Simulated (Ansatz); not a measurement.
**Phonons of Zn-Ti-Zn stack of (111) layers**

Question: is the lattice of Zn-Ti-Zn stack of (111) layers stable, and if so, what are its coupling constant and resistivity?

Main program and level: Ansatz 0.2.0; DFT PBEsol, scalar-relativistic, plane waves, PAW; PAW set soft_1.

This is a report of a sequence of runs, with most program output left out.

## 1. The structure

The cell holds 3 atoms: 2 Zn and 1 Ti. Cell: a = 2.923 Å, b = 2.923 Å, c = 15.773 Å, α = 90.0°, β = 90.0°, γ = 120.0°. Vacuum lies along c.

Coordinates:

```cif
data_structure
_symmetry_space_group_name_H-M 'P 1'
_symmetry_Int_Tables_number 1
_cell_length_a 2.9226
_cell_length_b 2.9227
_cell_length_c 15.7727
_cell_angle_alpha 90.000
_cell_angle_beta 90.000
_cell_angle_gamma 120.000
_cell_volume 116.68
loop_
_atom_site_label
_atom_site_type_symbol
_atom_site_fract_x
_atom_site_fract_y
_atom_site_fract_z
_atom_site_occupancy
Zn1 Zn 0.00000 0.00000 0.34870 1
Ti2 Ti 0.33333 0.66667 0.50000 1
Zn3 Zn 0.66667 0.33333 0.65130 1
```

## 2. Relaxation

The structure is brought to rest under this functional.

Input file input.yaml:

```yaml
crystal:
  lattice:
    - [2.92265, 0.0, 0.0]
    - [-1.46133, 2.53109, 0.0]
    - [0.0, 0.0, 15.77267]
  atoms:
    - { symbol: Zn, position: [0.0, 0.0, 0.34870435] }
    - { symbol: Ti, position: [0.33333333, 0.66666667, 0.5] }
    - { symbol: Zn, position: [0.66666667, 0.33333333, 0.65129565] }
  periodic: [true, true, false]
kpoints:
  mp_grid: { grid: [12, 12, 1] }
hamiltonian:
  xc: pbesol
  pseudopotentials: { kind: paw, azcp: { folder: soft_1 }, xc_functional: pbe }
scf:
  occupations: { method: gaussian, width: 0.1 }
output:
  forces: true
  stress: true
  eigenvalues: true
  write_density: true
  write_potential: true
  elf: true
  volumetric_format: npy
relax:
  adjacent_minimum: "off"
  f_tol: 0.005
  max_steps: 80
  cell: { stress_2d_tol: 0.02 }
```

On the command line:

```
ansatz run input.yaml --threads 4 --pin off --max-ram 20480MiB --backend cpu --events-out ev --progress --plain --runs-dir out
```

The job ended after 23 s (4 threads of Arm Neoverse V1, shared host; peak memory 0.6 GiB).

Step by step:

| step | energy less that of the first step (eV) | largest force component (eV/Å) | volume (Å³) |
| --- | --- | --- | --- |
| 1 | 0.0000 | 0.6039 | 246.67 |
| 2 | -0.3093 | 0.1637 | 229.79 |
| 3 | -0.3957 | 0.1857 | 217.49 |
| 4 | -0.5255 | 0.0832 | 195.99 |
| 5 | -0.5267 | 0.0239 | 194.73 |
| 6 | -0.5270 | 0.0097 | 197.21 |
| 7 | -0.5277 | 0.0009 | 196.14 |
| 8* | -0.5233 | 0.0010 | 196.14 |

Relaxation steps marked * repeat the geometry before them on a plane-wave basis chosen anew for their cell, so energy and pressure can jump there.

Forces are held to the 12 operations that the run works with; a distortion that breaks them can't arise in this run.

| cell as run | before | after | change |
| --- | --- | --- | --- |
| a (Å) | 2.923 | 2.606 | -10.8 % |
| b (Å) | 2.923 | 2.606 | -10.8 % |

The atoms that moved most (Å, along periodic axes as changes of fractional coordinates times the final cell, across vacuum about the mean position):

| atom | dx | dy | dz | length |
| --- | --- | --- | --- | --- |
| Zn3 | 0.000 | 0.000 | 0.075 | 0.075 |
| Zn1 | 0.000 | 0.000 | -0.075 | 0.075 |

Final coordinates:

```xyz
3
Lattice="2.6061 0.0000 0.0000 -1.3031 2.2570 0.0000 0.0000 0.0000 33.3453" Properties=species:S:1:pos:R:3
Zn    0.0000    0.0000    5.4252
Ti    0.0000    1.5046    7.8863
Zn    1.3031    0.7523   10.3474
```

Numbers from this step:

- metallic on mesh: yes
- gap on the k-mesh: 0 eV

Valence density in the ca plane at fractional y = 0.333, with atoms of Zn within 0.2 Å of it. It is the smooth field of the valence electrons, not physical close to the nuclei.

Ten steps, logarithmic in the rise over the least value, from '0' (0 e/Å³) to '9' (30 e/Å³), each cell a mean:
```
00000000000001111101111111134421000000000000
00000000000000111000111111258731000000000000
00000000000000111000111111269841000000000000
00000000000000111000111111247631000000000000
00000000000001111101122111123310000000000000
00000000000001221111233210111110000000000000
00000000000001222111233210111100000000000000
00000000000001221111122110111110000000000000
```
Columns run along c (16.0 Å, from fractional 0.00 to 0.48 of the cell), rows up along a (2.6 Å). Atoms in or near the plane, at fractional coordinates: Zn at (0.31, 0.67).

ELF in the ca plane at fractional y = 0.333, with atoms of Zn within 0.2 Å of it. It is the smooth field of the valence electrons, not physical close to the nuclei.

Values, 5 rows by 16 columns, each cell a mean:
```
0.00 0.00 0.02 0.14 0.32 0.26 0.32 0.23 0.26 0.26 0.07 0.21 0.15 0.02 0.00 0.00
0.00 0.00 0.02 0.14 0.37 0.37 0.37 0.42 0.46 0.24 0.00 0.18 0.15 0.02 0.00 0.00
0.00 0.00 0.02 0.14 0.32 0.26 0.31 0.24 0.26 0.26 0.07 0.21 0.15 0.02 0.00 0.00
0.00 0.00 0.02 0.15 0.25 0.17 0.25 0.25 0.24 0.27 0.24 0.31 0.15 0.02 0.00 0.00
0.00 0.00 0.02 0.15 0.25 0.17 0.25 0.24 0.23 0.27 0.24 0.31 0.15 0.02 0.00 0.00
```
Columns run along c (16.0 Å, from fractional 0.00 to 0.48 of the cell), rows up along a (2.6 Å). Atoms in or near the plane, at fractional coordinates: Zn at (0.31, 0.67).

Electrostatic potential energy in the ca plane at fractional y = 0.333, with atoms of Zn within 0.2 Å of it. With pseudopotentials it is smooth inside the atoms' cores, unlike the true potential.

Ten even steps from '0' (-44 eV) to '9' (0 eV), each cell a mean:
```
99999999999998778998766788730158999999999999
99999999999999889999888888500017999999999999
99999999999999989999888898400017999999999999
99999999999999888999888888500027999999999999
99999999999998778898766788841268999999999999
99999999999997446888633688887789999999999999
99999999999987335888533588988899999999999999
99999999999997546888644688876789999999999999
```
Columns run along c (16.0 Å, from fractional 0.00 to 0.48 of the cell; values clipped at the 3rd and 97th percentile), rows up along a (2.6 Å). Atoms in or near the plane, at fractional coordinates: Zn at (0.31, 0.67).

The relaxation ends with a largest force component of 9.8e-4 eV/Å.

## 3. Tight relaxation

Residual forces and stress shift phonon frequencies, so the cell is relaxed again, with tight thresholds and the mesh and smearing of this input.

Input file input.yaml:

```yaml
crystal:
  lattice:
    - [2.6061235701, 2.5741e-06, 0.0]
    - [-1.3030640143, 2.25696793, 0.0]
    - [0.0, 0.0, 33.3453454395]
  atoms:
    - { symbol: Zn, position: [0.0, 0.0, 0.1626979779] }
    - { symbol: Ti, position: [0.3333333333, 0.6666666667, 0.2365048224] }
    - { symbol: Zn, position: [0.6666666667, 0.3333333333, 0.3103116668] }
  periodic: [true, true, false]
kpoints:
  mp_grid: { grid: [12, 12, 1] }
hamiltonian:
  xc: pbesol
  pseudopotentials: { kind: paw, azcp: { folder: soft_1 }, xc_functional: pbe }
scf:
  occupations: { method: methfessel_paxton, width: 0.2 }
output:
  forces: true
  stress: true
  eigenvalues: true
relax:
  adjacent_minimum: "off"
  f_tol: 0.001
  max_steps: 60
  cell: { stress_2d_tol: 0.002 }
```

Run time: 11 s. Hardware: 4 threads; peak memory 0.55 GiB; 40 s of CPU time.

Little changed from the start: no atom moved by 0.005 Å and no cell edge by 0.1 %.

## 4. Phonons: q 2×2×1, k 8×8×1

Couplings are defined for a stable lattice alone, so phonons come first.

Input file input.yaml:

```yaml
crystal:
  lattice:
    - [2.6037466464, 2.5718e-06, 0.0]
    - [-1.3018755504, 2.2549094549, 0.0]
    - [0.0, 0.0, 33.3453454395]
  atoms:
    - { symbol: Zn, position: [0.0, 0.0, 0.1626476788] }
    - { symbol: Ti, position: [0.3333333333, 0.6666666667, 0.2365048224] }
    - { symbol: Zn, position: [0.6666666667, 0.3333333333, 0.310361966] }
  periodic: [true, true, false]
kpoints:
  mp_grid: { grid: [8, 8, 1] }
hamiltonian:
  xc: pbesol
  pseudopotentials: { kind: paw, azcp: { folder: soft_1 }, xc_functional: pbe }
scf:
  occupations: { method: methfessel_paxton, width: 0.2 }
output:
  eigenvalues: true
phonons:
  method: dfpt
  qmesh: [2, 2, 1]
  temperatures: { t_max: 1000, t_step: 50 }
  qpath:
    path:
      - [0.0, 0.0, 0.0]
      - [0.5, 0.0, 0.0]
      - [0.33333333, 0.33333333, 0.0]
      - [0.0, 0.0, 0.0]
    npoints: 10
```

Wall time 72 s (4 threads); peak memory 0.91 GiB.

This step gave:

| Property | Result |
| --- | --- |
| share of imaginary modes in the plain interpolation between solved wavevectors | 0.3265 |
| highest frequency, solved or plainly interpolated | 211.2 cm⁻¹ |

Solved on the 2×2×1 mesh alone; all other wavevectors are interpolated. Phonon branches along the path, in cm⁻¹:

| point | branch 1 | branch 2 | branch 3 | branch 4 | branch 5 | branch 6 | branch 7 | branch 8 | branch 9 |
| --- | --- | --- | --- | --- | --- | --- | --- | --- | --- |
| Γ | 0 | 0 | 0 | 55 | 55 | 88 | 100 | 100 | 170 |
| halfway | -133 | -110 | -93 | 86 | 97 | 103 | 109 | 149 | 167 |
| M | -212 | -172 | -148 | 84 | 90 | 128 | 133 | 203 | 211 |
| halfway | -212 | -181 | -162 | 84 | 88 | 150 | 151 | 197 | 204 |
| K | -215 | -182 | -182 | 86 | 86 | 180 | 180 | 180 | 189 |
| halfway | -148 | -138 | -106 | 85 | 98 | 117 | 119 | 158 | 174 |
| Γ | 0 | 0 | 0 | 55 | 55 | 88 | 100 | 100 | 170 |

Lowest modes at the softest wavevector of the mesh. Modes at q = (0.000, 0.500, 0.000), with each element's share of the kinetic energy (negative means imaginary):

| mode | frequency (cm⁻¹) | Zn % | Ti % |
| --- | --- | --- | --- |
| 1 | -212.1 | 2 | 98 |
| 2 | -172.1 | 5 | 95 |
| 3 | -148.5 | 3 | 97 |
| 4 | 84.0 | 99 | 1 |
| 5 | 89.5 | 100 | 0 |
| 6 | 127.6 | 100 | 0 |

Displacements in mode 1 (-212.1 cm⁻¹), the largest set to 1, in the home cell:
```
Zn1  0.00 -0.10  0.06
Ti2  0.00  0.82 -1.00
Zn3  0.00  0.10 -0.06
```

Displacements in mode 5 (89.5 cm⁻¹), the largest set to 1, in the home cell:
```
Zn1 0.00 0.00 1.00
Ti2 0.00 0.00 0.00
Zn3 0.00 0.00 1.00
```

Among the solved wavevectors the lowest mode, translations apart, is -212 cm⁻¹, imaginary.

## 5. Phonons: q 3×3×1, k 9×9×1

An imaginary mode on so few k-points may come from the sampling, so the phonons are repeated with another q and k mesh.

input.yaml, as its differences from that of step 4:

```diff
@@ -11,3 +11,3 @@
 kpoints:
-  mp_grid: { grid: [8, 8, 1] }
+  mp_grid: { grid: [9, 9, 1] }
 hamiltonian:
@@ -21,3 +21,3 @@
   method: dfpt
-  qmesh: [2, 2, 1]
+  qmesh: [3, 3, 1]
   temperatures: { t_max: 1000, t_step: 50 }
```

It took 2.9 min on 4 threads; peak memory 1.3 GiB.

Numbers from this step:

| Item | Value |
| --- | --- |
| share of imaginary modes in the plain interpolation between solved wavevectors | 0.0579 |
| highest frequency, solved or plainly interpolated | 245.3 cm⁻¹ |

Solved on the 3×3×1 mesh alone; all other wavevectors are interpolated. Phonon branches along the path, in cm⁻¹:

| point | branch 1 | branch 2 | branch 3 | branch 4 | branch 5 | branch 6 | branch 7 | branch 8 | branch 9 |
| --- | --- | --- | --- | --- | --- | --- | --- | --- | --- |
| Γ | 0 | 0 | 0 | 53 | 53 | 98 | 98 | 109 | 181 |
| halfway | 58 | 84 | 87 | 99 | 112 | 144 | 149 | 177 | 211 |
| M | -72 | 54 | 85 | 98 | 126 | 141 | 200 | 206 | 245 |
| halfway | -111 | 49 | 88 | 90 | 149 | 150 | 192 | 193 | 210 |
| K | -141 | 81 | 81 | 112 | 112 | 176 | 176 | 177 | 188 |
| halfway | 50 | 86 | 95 | 109 | 112 | 142 | 159 | 184 | 211 |
| Γ | 0 | 0 | 0 | 53 | 53 | 98 | 98 | 109 | 181 |

Lowest modes at the softest wavevector of the mesh. Modes at q = (-0.333, -0.333, 0.000), with each element's share of the kinetic energy (negative means imaginary):

| mode | frequency (cm⁻¹) | Zn % | Ti % |
| --- | --- | --- | --- |
| 1 | -140.8 | 14 | 86 |
| 2 | 81.3 | 74 | 26 |
| 3 | 81.3 | 74 | 26 |
| 4 | 111.7 | 30 | 70 |
| 5 | 111.7 | 30 | 70 |
| 6 | 175.5 | 96 | 4 |

Displacements in mode 1 (-140.8 cm⁻¹), the largest set to 1, in the home cell (x, y, z of the real part, then of the imaginary part):
```
Zn1  0.00 -0.17  0.00 -0.17  0.00  0.00
Ti2  0.00  0.00 -1.00  0.00  0.00  0.00
Zn3 -0.15  0.09  0.00 -0.09 -0.15  0.00
```

Displacements in mode 4 (111.7 cm⁻¹), the largest set to 1, in the home cell (x, y, z of the real part, then of the imaginary part):
```
Zn1  0.01 -0.09  0.43  0.09  0.01  0.06
Ti2 -0.13 -1.00  0.00  0.17 -0.03  0.00
Zn3  0.10  0.08 -0.12  0.08 -0.10  0.28
```

The modes has structure finer than the step of the table below, so its rows give means over 10 cm⁻¹, whole bins alone (the curve runs from -151 to 262 cm⁻¹). Peaks (cm⁻¹: height): Ti -57.2: 0.00833, 54.6: 0.0194, 101.4: 0.0148, 143.0: 0.0400, 176.8: 0.0204, 218.4: 0.0207, 231.3: 0.015; Zn 85.8: 0.127, 143.0: 0.0582, 195.0: 0.0559.

Phonopy on the run's constants, 21x21x1 mesh, Gaussian sigma 3.0 cm⁻¹. The modes by wavenumber; means over each step; values in 1/cm⁻¹/cell:

| wavenumber (cm⁻¹) | Ti | Zn |
| --- | --- | --- |
| -140 | 0.00216 | 3.6e-4 |
| -130 | 0.00411 | 7.0e-4 |
| -120 | 0.00350 | 6.2e-4 |
| -110 | 0.00447 | 8.2e-4 |
| -100 | 0.00345 | 6.7e-4 |
| -90 | 0.00563 | 0.00119 |
| -80 | 0.00464 | 0.00107 |
| -70 | 0.00413 | 0.00105 |
| -60 | 0.00596 | 0.00174 |
| -50 | 0.00337 | 0.00106 |
| -40 | 1.1e-4 | 4.7e-5 |
| -30 | 8.1e-4 | 3.6e-4 |
| -20 | 4.9e-5 | 2.1e-5 |
| -10 | 8.1e-5 | 6.5e-5 |
| 0 | 0.00173 | 0.00124 |
| 10 | 0.00117 | 9.5e-4 |
| 20 | 0.00427 | 0.00366 |
| 30 | 0.00109 | 0.00307 |
| 40 | 0.00281 | 0.00621 |
| 50 | 0.0130 | 0.0162 |
| 60 | 0.0147 | 0.0182 |
| 70 | 0.0108 | 0.0177 |
| 80 | 0.00799 | 0.0577 |
| 90 | 0.00998 | 0.0964 |
| 100 | 0.0136 | 0.0497 |
| 110 | 0.0109 | 0.0304 |
| 120 | 0.00581 | 0.0225 |
| 130 | 0.00747 | 0.0234 |
| 140 | 0.0285 | 0.0442 |
| 150 | 0.0113 | 0.0324 |
| 160 | 0.00237 | 0.0158 |
| 170 | 0.0113 | 0.0213 |
| 180 | 0.0166 | 0.0343 |
| 190 | 0.0130 | 0.0493 |
| 200 | 0.0130 | 0.0367 |
| 210 | 0.0144 | 0.00585 |
| 220 | 0.0156 | 0.00157 |
| 230 | 0.0129 | 8.7e-4 |
| 240 | 0.0110 | 6.7e-4 |
| 250 | 0.00202 | 1.2e-4 |

No LO-TO term; unit eigenvectors of the mass-weighted matrix. The modes at Γ (shares of kinetic energy by element, %):

| mode | frequency (cm⁻¹) | symmetry | Zn % | Ti % |
| --- | --- | --- | --- | --- |
| 1 | 0.0 | unnamed | 73 | 27 |
| 2 | 0.0 | unnamed | 73 | 27 |
| 3 | 0.0 | unnamed | 73 | 27 |
| 4 | 52.8 | Eg | 100 | 0 |
| 5 | 52.8 | Eg | 100 | 0 |
| 6 | 98.1 | Eu | 27 | 73 |
| 7 | 98.1 | Eu | 27 | 73 |
| 8 | 109.3 | A1g | 100 | 0 |
| 9 | 180.6 | A2u | 27 | 73 |

Displacements in mode 4 (52.8 cm⁻¹), the largest set to 1:
```
Zn1  0.00 -1.00  0.00
Ti2  0.00  0.00  0.00
Zn3  0.00  1.00  0.00
```

Displacements in mode 8 (109.3 cm⁻¹), the largest set to 1:
```
Zn1  0.00  0.00 -1.00
Ti2  0.00  0.00  0.00
Zn3  0.00  0.00  1.00
```

Among the solved wavevectors the lowest mode, translations apart, is -141 cm⁻¹, imaginary.

## 6. Results

| Item | Value |
| --- | --- |
| phonon run of the rows without a label of their own | PBEsol, q 3×3×1, k 9×9×1 |
| softest mode on the q mesh | -141 cm⁻¹ at q = (-0.333, -0.333, 0) |
| highest frequency, solved or plainly interpolated | 245 cm⁻¹ |

In words: The lattice is dynamically unstable at this level: a mode at q = (-0.333, -0.333, 0) is imaginary, 141i cm⁻¹, so no harmonic coupling constant or resistivity is defined for this structure. These meshes are coarse, and single modes of a metal can move by tens of cm⁻¹ with the k mesh. The coarser mesh found an imaginary mode at another wavevector, which this mesh lacks. The phonon runs are not spin-polarised. The PAW files were made for PBE; under other functionals the run regenerates their frozen core. The structure was built by hand as an ordered model, and its stability against other phases was not tested.

[Logs are printed without paths, hosts, clocks, repeated set-up lines and the standing remarks that a program may print on its own settings, such as how far it seeks lower states.]

[Hosts, paths, dates, database ids (printed as entryN), source tags and the programs' standing remarks are cut or masked in the printed files.]
